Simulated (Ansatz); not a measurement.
# BeC2 (built on the sites of a database entry of BaC2): phonons and vibrational spectra, part 2 of 2

Aim: the phonons of BeC2 (built on the sites of a database entry of BaC2) at a cell relaxed beforehand at this level. After the zone centre comes a 4×4×4 q mesh on a 12×12×12 k mesh.

Ansatz 0.2.0; DFT PBE+D4, scalar-relativistic, plane waves, PAW.

So far. Step 2 (Modes at Γ): Before it was imposed, the acoustic sum rule was missed by 3.7e-4 eV/Å² and the charge sum rule by 0.0059 e. Small misses are needed for a sound result but don't prove that mesh and cutoff are converged. The lowest optical mode is imaginary, 389.6i cm⁻¹, so the energy falls along it.

The structure was built from a prototype and need not be the compound's stable phase.

**3. Phonons on a q mesh**

Stability and thermal properties need the whole zone. Linear response on a 4×4×4 q mesh gives force constants as far as a supercell of that size would, and the tensors from the zone-centre run are typed in so that the long-range dipole term is interpolated apart.

File input.yaml:

```yaml
crystal:
  lattice:
    - [-1.8293136088, 1.8293136088, 2.3198747691]
    - [1.8293136088, -1.8293136088, 2.3198747691]
    - [1.8293136088, 1.8293136088, -2.3198747691]
  atoms:
    - { symbol: Be, position: [0.0, 0.0, 0.0] }
    - { symbol: C, position: [0.634445879, 0.634445879, 0.0] }
    - { symbol: C, position: [0.365554121, 0.365554121, 0.0] }
kpoints:
  mp_grid: { grid: [12, 12, 12] }
hamiltonian:
  xc: pbe
  dispersion: d4
scf:
  occupations: { method: fixed }
output:
  eigenvalues: true
phonons:
  method: dfpt
  qmesh: [4, 4, 4]
  temperatures: { t_max: 1000, t_step: 50 }
  qpath:
    path:
      - [[0.0, 0.0, 0.0], [0.0, 0.0, 0.5], [0.25, 0.25, 0.25], [0.0, 0.5, 0.0], [0.0, 0.0, 0.0], [0.5, 0.5, -0.5], [0.40544876, 0.59455124, -0.40544876]]
      - [[-0.40544876, 0.40544876, 0.40544876], [0.0, 0.0, 0.0]]
      - [[0.0, 0.0, 0.5], [-0.31089752, 0.31089752, 0.5]]
      - [[0.5, 0.5, -0.31089752], [0.5, 0.5, -0.5]]
    npoints: 10
  non_analytic_term:
    high_frequency_dielectric_tensor: [[5.822, 0.0, 0.0], [0.0, 5.822, 0.0], [0.0, 0.0, 7.2717]]
    born_effective_charges:
      - { species: Be, tensor: [[2.671, 0.0, 0.0], [0.0, 2.671, 0.0], [0.0, 0.0, 1.9113]] }
      - { species: C, tensor: [[-1.3355, 0.0, 0.0], [0.0, -1.3355, 0.0], [0.0, 0.0, -0.9557]] }
      - { species: C, tensor: [[-1.3355, 0.0, 0.0], [0.0, -1.3355, 0.0], [0.0, 0.0, -0.9557]] }
    source: "zone-centre run at this cell"
```

Launch:

```bash
ansatz run input.yaml --threads 4 --pin off --max-ram 7168MiB --backend cpu --events-out ev --progress --plain --runs-dir out
```

Numbers of over 12 decimals in the logs are rounded to 6 here.

Output:

```text
Warning: phonons: the dynamical matrix that this run interpolates holds no multipole term above the dipole-dipole one, and a site of this crystal is no centre of inversion, so its interpolated transverse optical and acoustic branches and sound speeds can stay off near Gamma, and the density of states and the thermodynamics with them. What a run solves at a wave vector of phonons.qpoints, Gamma apart, where the deck admits one, is free of this, and under fd what a larger phonons.supercell samples
[...]
Crystal: 3 atoms, lattice volume = 31.053 Å³
Basis set: ecut = 420 eV, 603 PW (Γ), exchange–correlation on 48×48×48 points (8 copies of the dense FFT grid, shifted against one another)
Bands: 9, of which v1, the nominal top of the filled ones, is band 5 counted from 1 (4 counted from 0)
Symmetry: 16 space group operations
k-points: 163 of 1728
[...]
SCF iter   1: F=—  HF=-592.702699 eV  |F-HF|=—  |Δ(HF+E_count)|=         —  Δρ=4.75e-3  dr2=5.43e-3  ethr=1.77e-3  ⟨swp⟩=5.0  Hψ=9433  notcnv=0  defer=300
[...]
SCF iter   8: F=-592.705025 eV  HF=-592.705025 eV  |F-HF|=2.27e-13  |Δ(HF+E_count)|=  1.46e-11  Δρ=7.71e-8  dr2=1.04e-12  ethr=1.00e-12  ⟨swp⟩=6.8  Hψ=7723  notcnv=0
SCF 1 converged in 8 iterations: F = -592.705025 eV  dr2 = 1.04e-12
[...]
NSCF: frozen V_eff on 163 k-points
[...]
DFPT response loops at q = (0, 0, 0) (fractional): preconditioner auto → none (the input reference at scf.mixing.eps_inf says where Resta's filter doesn't serve); β = 0.50; Broyden in place of MSR1
[...]
SCF converged after 8 iterations
Free energy (F): -592.705025 eV
[...]
Internal energy: -592.705025 eV  (E = F + TS)
E sigma→0 (E₀):  -592.705025 eV
Fermi energy:    3.686590 eV
[...]
--- Band table (eV; the first three rows and the last of 163) ---
[...]
--- Phonons (Γ-DFPT): 4 representative perturbations + reference (Σ response iterations 12) ---
  ASR residual: 5.630e-5 → 0.000e0 eV/Å²; symmetrization residual: 3.056e-7 eV/Å²
[...]
ASR residual per site (eV/Å²): 3.78e-5 5.63e-5 5.63e-5
  Γ frequencies (cm⁻¹): -389.60 -389.60 0.00 0.00 0.00 429.43 429.43 1098.11 1979.44
--- Phonons (arbitrary-q DFPT): 13 irreducible q on the 4×4×4 mesh ---
  q = [0.0000, 0.0000, 0.0000] (star 1, of the zone-centre solve; hermiticity 6.52e-9, symmetrization 1.21e-15): -389.60 -389.60 -0.00 0.00 0.00 429.43 429.43 1098.11 1979.44
  q = [0.0000, 0.0000, 0.2500] (star 4, 4 solved perturbations in 2892 linear systems a pass and spin channel, the states on 936 of 1728 k-point pairs; hermiticity 6.03e-7, symmetrization 2.50e-7): -394.77 -70.48 95.99 110.25 367.42 393.84 435.51 1096.17 1988.90
[...]
q = [0.0000, 0.2500, 0.0000] (star 8, 6 solved perturbations on 936 of 1728 k-point pairs; hermiticity 1.46e-8, symmetrization 2.15e-10): -312.38 103.86 126.07 173.75 371.77 420.03 433.05 1044.80 2001.41
[...]
sum rule: each row above includes the acoustic sum rule's correction from the zone centre's row sums; it moved no ω² by more than (1.13 cm⁻¹)²
  mesh force constants: q→R imaginary residual 8.83e-19; ASR residual 5.630e-5 → 0.000e0 eV/Å²; symmetrization residual 1.421e-14 eV/Å²
  interpolated dispersion: 95 rows × 9 modes
  density of states and harmonic sums: on the 24×24×24 q-mesh, interpolated from the force constants of a 4×4×4 supercell (with the dipole–dipole term of supplied tensors)
  largest difference from the sums on the solved wave vectors: F 6.92e-3 eV, S 7.80e-6 and C_V 2.60e-6 eV/K
  zero-point energy: 0.293885 eV/cell   skipped modes (ω ≤ 0): 1895, of them read as no rigid motion or as one in doubt: 1892 (1.787e0 modes/cell left out, lowest -406.40 cm⁻¹)   left out of the sums: 1.99e-1 of the cell's modes: C_V's classical limit lies that fraction below 3 k_B per atom; for a crystal, a wire or a layer, F and S can be off by more, and a phonons.interpolated_qmesh denser along its periods is the remedy for the sampling
```

The job ended after 3.7 min (4 threads of Arm Neoverse V1, shared host; peak memory 1.4 GiB).

Numbers from this step:

| Quantity | Value |
| --- | --- |
| sum-rule residual before enforcement | 5.63e-5 eV/Å² |
| lowest frequency on the path | -406.4 cm⁻¹ |
| highest frequency on the path or at a solved wavevector | 2026 cm⁻¹ |
| lowest mode on the q mesh (acoustic modes at Γ apart) | -406.4 cm⁻¹ |

Frequencies (cm⁻¹) solved at each irreducible wavevector; negative means imaginary. Frequencies by wavevector, by row:

```tsv
q in reciprocal lattice units	star	mode 1	mode 2	mode 3	mode 4	mode 5	mode 6	mode 7	mode 8	mode 9
0 0 0	1	-389.6	-389.6	0	0	0	429.4	429.4	1098	1979
0 0 0.25	4	-394.8	-70.5	96	110.2	367.4	393.8	435.5	1096	1989
0 0 -0.5	2	-406.4	-283.2	134.2	137.7	367.4	399.8	442.2	1093	1997
0 0.25 0	8	-312.4	103.9	126.1	173.8	371.8	420	433.1	1045	2001
0 0.25 0.25	16	-303	-214.5	157	313.6	392.8	412.6	436	1022	2010
0 -0.5 0	4	-261.8	147	209.4	226.6	410.3	422.3	610.8	913.1	2020
0 -0.5 0.25	8	-335.8	-165.3	215.2	222.4	414.2	429.7	609.2	904.6	2021
0.25 0.25 0.25	2	-341.9	-341.9	225.5	225.5	436.9	436.9	606.8	892.7	2022
0.25 0.25 -0.25	2	-338.5	-338.5	204.8	204.8	421.7	421.7	608.6	902.9	2023
0.25 -0.5 -0.5	8	-284.4	-213.2	288.2	300.6	401.9	402	423.6	1013	2019
0.25 -0.25 0.25	4	-242.6	137.9	156	239.4	354.4	399	401.6	1094	1999
0.25 -0.25 -0.5	4	-285.9	-142.7	177	243.6	373.7	380.2	407.2	1092	2007
-0.5 -0.5 -0.5	1	-298.9	-298.9	196	356.4	356.4	380.3	380.3	1089	2016
```

Interpolated from a 4×4×4 q mesh, with the LO-TO term (at Γ the limit along the path; where Γ stands inside the path, tables give the limit on arrival). Phonon branches along the path, in cm⁻¹:

```tsv
point	branch 1	branch 2	branch 3	branch 4	branch 5	branch 6	branch 7	branch 8	branch 9
Γ	-390	0	0	0	380	429	429	1098	1979
halfway	-395	-70	96	110	367	394	436	1096	1989
X	-406	-283	134	138	367	400	442	1093	1997
halfway	-375	-305	155	317	390	421	444	1019	2009
P	-342	-342	226	226	437	437	607	893	2022
halfway	-306	-230	225	227	423	428	609	902	2021
N	-262	147	209	227	410	422	611	913	2020
halfway	-312	104	126	174	372	420	433	1045	2001
Γ	-390	0	0	0	89	429	429	1125	1979
halfway	-338	-338	205	205	422	422	609	903	2023
M	-299	-299	196	356	356	380	380	1089	2016
halfway	-292	-283	195	353	356	381	382	1089	2016
S	-275	-235	192	344	354	384	385	1090	2014
jump to S0	-275	-235	192	344	354	384	385	1090	2014
halfway	-277	133	136	180	356	405	409	1096	1993
Γ	-390	0	0	0	380	429	429	1098	1979
jump to X	-406	-283	134	138	367	400	442	1093	1997
halfway	-286	-254	153	157	370	393	425	1092	2002
R	-288	-175	186	301	371	377	397	1091	2011
jump to G′	-288	-175	186	301	371	377	397	1091	2011
halfway	-294	-261	194	344	360	380	385	1090	2015
M	-299	-299	196	356	356	380	380	1089	2016
```

The phonon branches as a text plot (rows in cm⁻¹; labels by their first letter):

```
   1975 |********************************************************
   1874 |
   1772 |
   1671 |
   1570 |
   1468 |
   1367 |
   1266 |
   1164 |                         ***
   1063 |***********           ***   **   ***********************
    962 |           *      ****        * *
    860 |            ******             *
    759 |
    658 |              *****            *
    556 |           ***     ***        * *
    455 |*********************************         **********
    354 |***********           **         ***********************
    252 |         * ***********  *   *  ** *     **         **
    151 |    ********      *******  * **    *********    ********
     50 |*****            *     ******               ****
    -52 |    *                                  *
   -153 |     *          *                                 ***
   -254 |      ****     *******            *********     ********
   -356 |****************      ************         *******
         Γ       X    P    N       Γ        M S|S      Γ|X  R|G M
```

The phonon density of states has structure finer than the step of the table below, so its rows give means over 100 cm⁻¹, whole bins alone (the curve runs from -410 to 2030 cm⁻¹). Peaks (cm⁻¹: height): -290.0: 0.0121, 210.0: 0.0123, 410.0: 0.0450, 1090.0: 0.0108, 2010.0: 0.0308.

Tetrahedra on a 24×24×24 mesh, mean over bins of 20 cm-1. Interpolated from a 4×4×4 q mesh. Phonon density of states against wavenumber; means over each step:

wavenumber (cm⁻¹), phonon density of states (1/cm⁻¹/cell) and a bar:
```
     -300     0.0099 #############
     -200     0.0038 #####
     -100     0.0021 ###
        0     0.0010 #
      100     0.0051 #######
      200     0.0101 #############
      300     0.0085 ###########
      400     0.0231 ##############################
      500     0.0024 ###
      600     0.0023 ###
      700     0.0000 
      800     0.0000 
      900     0.0024 ###
     1000     0.0036 #####
     1100     0.0040 #####
     1200     0.0000
```

The partial phonon density of states has structure finer than the step of the table below, so its rows give means over 100 cm⁻¹, whole bins alone (the curve runs from -416 to 2096 cm⁻¹). Peaks (cm⁻¹: height): Be -289.9: 0.0100, 136.8: 0.00243, 927.0: 0.00387, 1085.0: 0.00512; C 421.3: 0.0340, 2017.5: 0.0179.

Phonopy on the run's constants, 19x19x21 mesh, Gaussian sigma 17.9 cm-1. Interpolated from a 4×4×4 q mesh. Table of partial phonon density of states by wavenumber; means over each step; values in 1/cm⁻¹/cell:

```tsv
wavenumber (cm⁻¹)	Be	C
-300	0.00835	9.8e-4
-200	0.00360	4.1e-4
-100	0.00185	3.5e-4
0	4.9e-4	3.5e-4
100	0.00187	0.00342
200	0.00137	0.00858
300	0.00123	0.00752
400	0.00115	0.0206
500	3.4e-4	0.00328
600	1.1e-4	0.00215
700	0	1.8e-5
800	3.4e-6	1.0e-7
900	0.00222	2.0e-4
1000	0.00289	7.8e-4
1100	0.00284	0.00105
1200	5.0e-6	1.4e-6
1300	0	0
1400	0	0
1500	0	0
1600	0	0
1700	0	0
1800	0	0
1900	0	4.4e-5
2000	1.4e-4	0.00950
```

Symmetry leaves 13 wavevectors to solve. The lowest mode among them, the acoustic zeros apart, lies at q = (0, 0, -0.5) and is imaginary, 406.4i cm⁻¹, so the energy falls along it.

**4. Isotope substitution**

An isotope changes the mass and not the force constants, so no new electronic calculation is needed; the shifts show which modes move this element.

The same force constants with the mass of C changed from 12.011 to 13.003 u (phonopy, no LO-TO term). Both lists are sorted by frequency; levels can cross, so a row need not hold one and the same mode. Modes under 3 cm⁻¹ are left out. Isotope shifts, by row:

```tsv
q	rank	natural mass (cm⁻¹)	changed mass (cm⁻¹)
0 0 0	1	-389.6	-385.5
0 0 0	2	-389.6	-385.5
0 0 0	6	429.4	412.7
0 0 0	7	429.4	412.7
0 0 0	8	1098	1087
0 0 0	9	1979	1902
0 0 0.25	1	-394.8	-390.1
0 0 0.25	2	-70.48	-69.57
0 0 0.25	3	95.99	93.37
0 0 0.25	4	110.2	107.1
0 0 0.25	5	367.4	357.7
0 0 0.25	6	393.8	378.5
0 0 0.25	7	435.5	418.6
0 0 0.25	8	1096	1085
0 0 0.25	9	1989	1912
0 0 -0.5	1	-406.4	-401.2
0 0 -0.5	2	-283.2	-282.2
0 0 -0.5	3	134.2	130.6
0 0 -0.5	4	137.7	133.8
0 0 -0.5	5	367.4	353.1
0 0 -0.5	6	399.8	385.7
0 0 -0.5	7	442.2	425
0 0 -0.5	8	1093	1082
0 0 -0.5	9	1997	1919
0 0.25 0	1	-312.4	-311.1
0 0.25 0	2	103.9	102.8
0 0.25 0	3	126.1	121.6
0 0.25 0	4	173.8	168.4
0 0.25 0	5	371.8	360.1
0 0.25 0	6	420	403.8
0 0.25 0	7	433.1	417.1
0 0.25 0	8	1045	1035
0 0.25 0	9	2001	1925
```

A mode of this element alone would shift by -3.89 %. The highest zone-centre frequency without the field goes from 1979.4 to 1902.4 cm⁻¹ (-3.9 %).

**5. Summary of results**

| Property | Result |
| --- | --- |
| space group (within 0.01 Å) | I4/mmm |
| volume per atom | 10.4 Å³ |
| gap on the k-mesh | 2.40 eV |
| highest optical mode at the zone centre (no LO-TO term) | 1979 cm⁻¹ |
| top of the zone-centre spectrum with the field | 1979 cm⁻¹ |
| lowest optical zone-centre mode | -390 cm⁻¹ |
| mean high-frequency dielectric constant | 6.31 |
| largest Born charge (third of the trace) | 2.42 e |
| lowest mode on the q mesh (acoustic modes at Γ apart) | -406 cm⁻¹ |
| highest frequency on the path or at a solved wavevector | 2026 cm⁻¹ |
| imaginary modes on the 4×4×4 q mesh | yes |

**Reading.** Modes are clearly imaginary (beyond 10i cm⁻¹) at 13 of the 13 irreducible wavevectors, most at q = (0, 0, -0.5) (406.4i cm⁻¹), so this structure is not a minimum of the energy. Without the field, the optical modes at Γ span -390 to 1979 cm⁻¹ (negative means imaginary). The highest mode in this list at Γ, 1979.4 cm⁻¹, is mostly motion of C (100 % of the kinetic energy). The macroscopic field leaves the top of the zone-centre spectrum where it is. Among the real modes, the strongest infrared line is at 1098 cm⁻¹. Averaged over orientations, the strongest Raman line at 532 nm and 300 K is at 1979 cm⁻¹. The program warns that the interpolation holds no quadrupole term, so branches close to Γ can be off in this crystal. In the phonons the program treats the change of the C6 weights of the dispersion term with coordination only in part. The starting cell was built on a prototype and not taken from a measurement, so the phase need not exist. These are harmonic frequencies at zero temperature: anharmonic shifts, linewidths and thermal expansion are left out.

[Logs are printed without paths, hosts, clocks, repeated set-up lines and the standing remarks that a program may print on its own settings, such as how far it seeks lower states.]

[Hosts, paths, dates, database ids (printed as entryN), source tags and the programs' standing remarks are cut or masked in the printed files.]
